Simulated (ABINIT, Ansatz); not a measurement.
**How the form of the self-energy moves the gap of CsPbCl3 (Pm-3m)**

Aim: compare treatments of exchange, screening and correlation for the gap of CsPbCl3 (Pm-3m).

Program: ABINIT 10.8.3. Level of theory: PBEsol and many-body steps on it, plane waves. Results are calculated unless marked as measured.

Most raw output is cut from this account.

### 1. Set-up

It takes space group Pm-3m (No. 221, cubic). Conventional cell: a = 5.605 Å, b = 5.605 Å, c = 5.605 Å, α = 90.00°, β = 90.00°, γ = 90.00°. Nearest to Cs lie 12 Cl at 3.96 Å. Pb has 6 Cl at 2.80 Å nearest. Nearest to Cl lie 2 Pb at 2.80 Å and 4 Cs at 3.96 Å. Farther neighbours and most contacts between anions are not listed.

The cell and positions come from the Crystallography Open Database and are kept as given unless a step says otherwise. Spin-orbit coupling is left out unless a step names it.

### 2. Empty states on the mesh, 2×2×2 mesh, 338 bands

This step: ABINIT 10.8.3; DFT, PBEsol, plane waves, norm-conserving pseudopotentials.

The sums over transitions need many empty states on a uniform mesh; this step solves for them.

File run.abi:

```
acell 3*1.0 Angstrom
rprim 
  5.605000000000 0.000000000000 0.000000000000
  0.000000000000 5.605000000000 0.000000000000
  0.000000000000 0.000000000000 5.605000000000
ntypat 3
znucl 55 82 17
natom 5
typat 1 2 3 3 3
xred 
  0.000000000000 0.000000000000 0.000000000000
  0.500000000000 0.500000000000 0.500000000000
  0.500000000000 0.500000000000 0.000000000000
  0.000000000000 0.500000000000 0.500000000000
  0.500000000000 0.000000000000 0.500000000000
pp_dirpath "pseudos"
pseudos "Cs.upf, Pb.upf, Cl.upf"
ecut 25
ngkpt 2 2 2
nshiftk 1
shiftk 0 0 0
kptopt 1
chksymbreak 0
iscf -2
irdden 1
istwfk *1
nband 338
nbdbuf 30
tolwfr 1e-09
nstep 60
prtvol 0
indata_prefix "in"
outdata_prefix "out"
tmpdata_prefix "tmp"
```

Run with:

```bash
OMP_NUM_THREADS=1 mpirun -n 4 abinit run.abi > log
```

It took 2.5 min on 4 MPI ranks of Arm Neoverse V2, shared host; peak memory 0.47 GiB; 10 min of CPU time.

Numbers from this step:

```yaml
gap: 1.802 eV
k_of_the_valence_top: 0.5, 0.5, 0.5
k_of_the_conduction_bottom: 0.5, 0.5, 0.5
least_direct_gap: 1.802 eV
k_points_computed: 4
lowest_point_of_the_top_converged_band_above_the_valence_top: 73.3605 eV
```

On this mesh the gap is 1.802 eV.

The density comes from a self-consistent run that is not shown.

### 3. Screening, 2×2×2 mesh, 138 bands, screening to 114.3 eV

The RPA dielectric matrix is built and inverted for each q.

This step: RPA screening on PBEsol, plane waves, norm-conserving pseudopotentials.

Changes to run.abi since step 2:

```diff
@@ -23,10 +23,11 @@
 chksymbreak 0
-iscf -2
-irdden 1
 istwfk *1
-nband 338
-nbdbuf 30
-tolwfr 1e-09
-nstep 60
-prtvol 0
+occopt 1
+irdwfk 1
+optdriver 3
+nband 138
+ecuteps 4.2
+inclvkb 2
+awtr 1
+symchi 1
 indata_prefix "in"
```

The job ended after 32 s (4 MPI ranks; peak memory 1.3 GiB).

This step gave:

| Item | Value |
| --- | --- |
| ε∞ with local fields, on this mesh, along the program's q direction | 7.961 |
| the same without local fields | 9.166 |
| plasma frequency | 18.56 eV |
| plane waves in the screening matrix | 461 |

Local fields lower ε∞ by 13 %. On a Γ-centred mesh this coarse the value itself is usually too large, while a short band sum pulls it down.

### 4. G0W0, Godby-Needs plasmon pole

The self-energy is evaluated for the states that the input lists, and the levels follow from it, in one-shot runs by the linearised quasiparticle equation.

This step: G0W0 on PBEsol, plane waves, norm-conserving pseudopotentials.

Changes to run.abi since step 3:

```diff
@@ -26,8 +26,17 @@
 irdwfk 1
-optdriver 3
+optdriver 4
 nband 138
+gwcalctyp 0
+ecutsigx 25
+symsigma 1
+nkptgw 2
+kptgw 
+  0.5000000000 0.5000000000 0.5000000000
+  0.0000000000 0.0000000000 0.0000000000
+bdgw 
+  19 25
+  20 25
 ecuteps 4.2
-inclvkb 2
-awtr 1
-symchi 1
+irdscr 1
+ppmodel 1
 indata_prefix "in"
```

The job ended after 19 s (4 MPI ranks; peak memory 1.2 GiB; 77 s of CPU time).

Numbers from this step:

* G0W0 gap on the points computed: 3.085 eV
* starting gap on the mesh: 1.802 eV
* k of the valence top: 0.5, 0.5, 0.5
* k of the conduction bottom: 0.5, 0.5, 0.5
* Z at the valence top: 0.79
* Z at the conduction bottom: 0.818
* least direct G0W0 gap on the computed points: 3.085 eV

The gap on the mesh goes from 1.80 eV to 3.08 eV, a correction of +1.28 eV.

### 5. G0W0, von der Linden-Horsch plasmon pole

Changes to run.abi since step 4:

```diff
@@ -40,3 +40,3 @@
 irdscr 1
-ppmodel 1
+ppmodel 3
 indata_prefix "in"
```

Wall time 10 s (4 MPI ranks); peak memory 1.1 GiB.

Numbers from this step:

- G0W0 gap on the points computed: 3.105 eV
- starting gap on the mesh: 1.802 eV
- k of the valence top: 0.5, 0.5, 0.5
- k of the conduction bottom: 0.5, 0.5, 0.5
- Z at the valence top: 0.844
- Z at the conduction bottom: 0.867
- least direct G0W0 gap on the computed points: 3.105 eV

Against G0W0 in ABINIT (2×2×2 mesh, 138 bands, screening to 114.3 eV, Godby-Needs plasmon pole), the gap moves by +0.020 eV.

### 6. G0W0, Engel-Farid plasmon pole

Changes to run.abi since step 5:

```diff
@@ -40,3 +40,3 @@
 irdscr 1
-ppmodel 3
+ppmodel 4
 indata_prefix "in"
```

The job ended after 10 s (4 MPI ranks; peak memory 1.1 GiB; 41 s of CPU time).

This step gave:

* G0W0 gap on the points computed: 3.131 eV
* starting gap on the mesh: 1.802 eV
* k of the valence top: 0.5, 0.5, 0.5
* k of the conduction bottom: 0.5, 0.5, 0.5
* least direct G0W0 gap on the computed points: 3.131 eV

Against G0W0 in ABINIT (2×2×2 mesh, 138 bands, screening to 114.3 eV, Godby-Needs plasmon pole), the gap moves by +0.046 eV.

### 7. One-shot COHSEX

This step: one-shot COHSEX on PBEsol, plane waves, norm-conserving pseudopotentials.

Changes to run.abi since step 6:

```diff
@@ -28,3 +28,3 @@
 nband 138
-gwcalctyp 0
+gwcalctyp 7
 ecutsigx 25
@@ -40,3 +40,2 @@
 irdscr 1
-ppmodel 4
 indata_prefix "in"
```

Run time: 4 s. Hardware: 4 MPI ranks; peak memory 0.82 GiB.

This step gave:

```yaml
quasiparticle_gap_on_the_points_computed: 4.271 eV
starting_gap_on_the_mesh: 1.802 eV
k_of_the_valence_top: 0.5, 0.5, 0.5
k_of_the_conduction_bottom: 0.5, 0.5, 0.5
least_direct_quasiparticle_gap_on_the_computed_points: 4.271 eV
```

Against G0W0 in ABINIT (2×2×2 mesh, 138 bands, screening to 114.3 eV, Godby-Needs plasmon pole), the gap moves by +1.186 eV.

### 8. One-shot Hartree-Fock

This step: one-shot Hartree-Fock on PBEsol, plane waves, norm-conserving pseudopotentials.

Changes to run.abi since step 7:

```diff
@@ -27,4 +27,4 @@
 optdriver 4
-nband 138
-gwcalctyp 7
+nband 26
+gwcalctyp 5
 ecutsigx 25
@@ -38,4 +38,4 @@
   20 25
-ecuteps 4.2
-irdscr 1
+ixc_sigma 40
+fftgw 31
 indata_prefix "in"
```

It took 3.6 s on 4 MPI ranks; peak memory 0.75 GiB; 14 s of CPU time.

This step gave:

| Item | Value |
| --- | --- |
| quasiparticle gap on the points computed | 7.891 eV |
| starting gap on the mesh | 1.802 eV |
| k of the valence top | 0.5, 0.5, 0.5 |
| k of the conduction bottom | 0.5, 0.5, 0.5 |
| least direct quasiparticle gap on the computed points | 7.891 eV |

Against G0W0 in ABINIT (2×2×2 mesh, 138 bands, screening to 114.3 eV, Godby-Needs plasmon pole), the gap moves by +4.806 eV.

### 9. Screening, 2×2×2 mesh, 138 bands, screening to 114.3 eV

This step: RPA screening on PBEsol, plane waves, norm-conserving pseudopotentials.

Changes to run.abi since step 8:

```diff
@@ -26,16 +26,14 @@
 irdwfk 1
-optdriver 4
-nband 26
-gwcalctyp 5
-ecutsigx 25
-symsigma 1
-nkptgw 2
-kptgw 
-  0.5000000000 0.5000000000 0.5000000000
-  0.0000000000 0.0000000000 0.0000000000
-bdgw 
-  19 25
-  20 25
-ixc_sigma 40
-fftgw 31
+optdriver 3
+nband 138
+ecuteps 4.2
+inclvkb 2
+awtr 1
+symchi 1
+gwcalctyp 2
+nfreqre 16
+freqremax 40 eV
+nfreqim 8
+spmeth 1
+nomegasf 120
 indata_prefix "in"
```

Elapsed: 47 s, on 4 MPI ranks; peak memory 2.4 GiB.

Numbers from this step:

| Item | Value |
| --- | --- |
| ε∞ with local fields, on this mesh, along the program's q direction | 8.135 |
| the same without local fields | 9.377 |
| plasma frequency | 18.56 eV |
| plane waves in the screening matrix | 461 |

### 10. G0W0, contour deformation

This step: G0W0 on PBEsol, plane waves, norm-conserving pseudopotentials.

Changes to run.abi since step 9:

```diff
@@ -26,14 +26,17 @@
 irdwfk 1
-optdriver 3
+optdriver 4
 nband 138
+gwcalctyp 2
+ecutsigx 25
+symsigma 1
+nkptgw 2
+kptgw 
+  0.5000000000 0.5000000000 0.5000000000
+  0.0000000000 0.0000000000 0.0000000000
+bdgw 
+  19 25
+  20 25
 ecuteps 4.2
-inclvkb 2
-awtr 1
-symchi 1
-gwcalctyp 2
-nfreqre 16
-freqremax 40 eV
-nfreqim 8
-spmeth 1
-nomegasf 120
+irdscr 1
+gwmem 01
 indata_prefix "in"
```

Run time: 15 s. Hardware: 4 MPI ranks; peak memory 1.2 GiB.

This step gave:

| Property | Result |
| --- | --- |
| G0W0 gap on the points computed | 3.116 eV |
| starting gap on the mesh | 1.802 eV |
| k of the valence top | 0.5, 0.5, 0.5 |
| k of the conduction bottom | 0.5, 0.5, 0.5 |
| least direct G0W0 gap on the computed points | 3.116 eV |

Against G0W0 in ABINIT (2×2×2 mesh, 138 bands, screening to 114.3 eV, Godby-Needs plasmon pole), the gap moves by +0.031 eV.

### 11. The runs together

Times are wall times on 4 MPI ranks of Arm Neoverse V2, shared host, good to a factor of about two. A run's time includes the screening step that it read.

| run | mesh | bands | screening cutoff (eV) | DFT gap (eV) | gap on the mesh (eV) | direct (eV) | ε∞ used | time |
| --- | --- | --- | --- | --- | --- | --- | --- | --- |
| G0W0, Godby-Needs plasmon pole | 2×2×2 | 138 | 114.3 | 1.802 | 3.085 | 3.085 | 7.96 | 51 s |
| G0W0, von der Linden-Horsch plasmon pole | 2×2×2 | 138 | 114.3 | 1.802 | 3.105 | 3.105 | 7.96 | 42 s |
| G0W0, Engel-Farid plasmon pole | 2×2×2 | 138 | 114.3 | 1.802 | 3.131 | 3.131 | 7.96 | 42 s |
| one-shot COHSEX | 2×2×2 | 138 | 114.3 | 1.802 | 4.271 | 4.271 | 7.96 | 36 s |
| one-shot Hartree-Fock | 2×2×2 | - | - | 1.802 | 7.891 | 7.891 | - | 3.6 s |
| G0W0, contour deformation | 2×2×2 | 138 | 114.3 | 1.802 | 3.116 | 3.116 | 8.14 | 62 s |

### 12. Summary of results

| Quantity | Value |
| --- | --- |
| G0W0, Godby-Needs plasmon pole | 3.085 eV |
| G0W0, von der Linden-Horsch plasmon pole | 3.105 eV |
| G0W0, Engel-Farid plasmon pole | 3.131 eV |
| one-shot COHSEX | 4.271 eV |
| one-shot Hartree-Fock | 7.891 eV |
| G0W0, contour deformation | 3.116 eV |
| known limits | not at the basis limit; exchange with frozen shells missing; no spin-orbit coupling; coarse k mesh |

G0W0, von der Linden-Horsch plasmon pole: +0.020 eV against G0W0, Godby-Needs plasmon pole. G0W0, Engel-Farid plasmon pole: +0.046 eV against G0W0, Godby-Needs plasmon pole. One-shot COHSEX: +1.186 eV against G0W0, Godby-Needs plasmon pole. One-shot Hartree-Fock: +4.806 eV against G0W0, Godby-Needs plasmon pole. G0W0, contour deformation: +0.031 eV against G0W0, Godby-Needs plasmon pole. Bare exchange alone opens the gap to 7.89 eV; against G0W0, correlation takes back 4.81 eV. Static COHSEX lies above G0W0: it lacks the factor Z and overstates the Coulomb hole of the filled states. Bands and cutoff are finite, so the gap is not at the basis limit. The miss can reach some tenths of an eV and take either sign; the mesh is an error of its own. In the G0W0 runs levels were corrected at 2 k points alone, so a gap called «on the mesh» is the least over those, and an edge elsewhere would be missed. The 2×2×2 mesh is coarse for this cell, which bears on the long-range parts of exchange and screening. Where an edge is built on 6p states of lead, bismuth or thallium, scalar-relativistic gaps usually stand too wide, by a few tenths to over one eV. This is the ideal cubic cell; many perovskites, halides above all, are cubic only on average, and local tilts or off-centring can widen the gap. The norm-conserving file of at least one element keeps a d shell over frozen s and p shells of the same row. Exchange with those shells is missing from the self-energy, an error of 0.3 to 0.9 eV in cases checked, whose sign depends on which edge lies on those atoms. The many-body steps are scalar-relativistic: spin-orbit coupling is not in them.

[Paths, hosts, dates, memory and timing lines, banners, echoed tables and standing remarks are left out of the program output.]

[Logs are printed without paths, hosts, clocks, repeated set-up lines and the standing remarks that a program may print on its own settings, such as how far it seeks lower states.]

[Runs of the session that timed out or met a known fault of the program may be left out.]

[Hosts, paths, dates, database ids (printed as entryN), source tags and the programs' standing remarks are cut or masked in the printed files.]

[G0W0 gaps are taken among the corrected bands and points alone; a level outside them can change the order at an edge.]

[Where Ansatz stands beside ABINIT at settings called matched, ABINIT's density can come from a denser mesh and the files from another edition; pairs whose starting gaps differed by over 0.03 eV were left out, so agreement reads better than it is.]
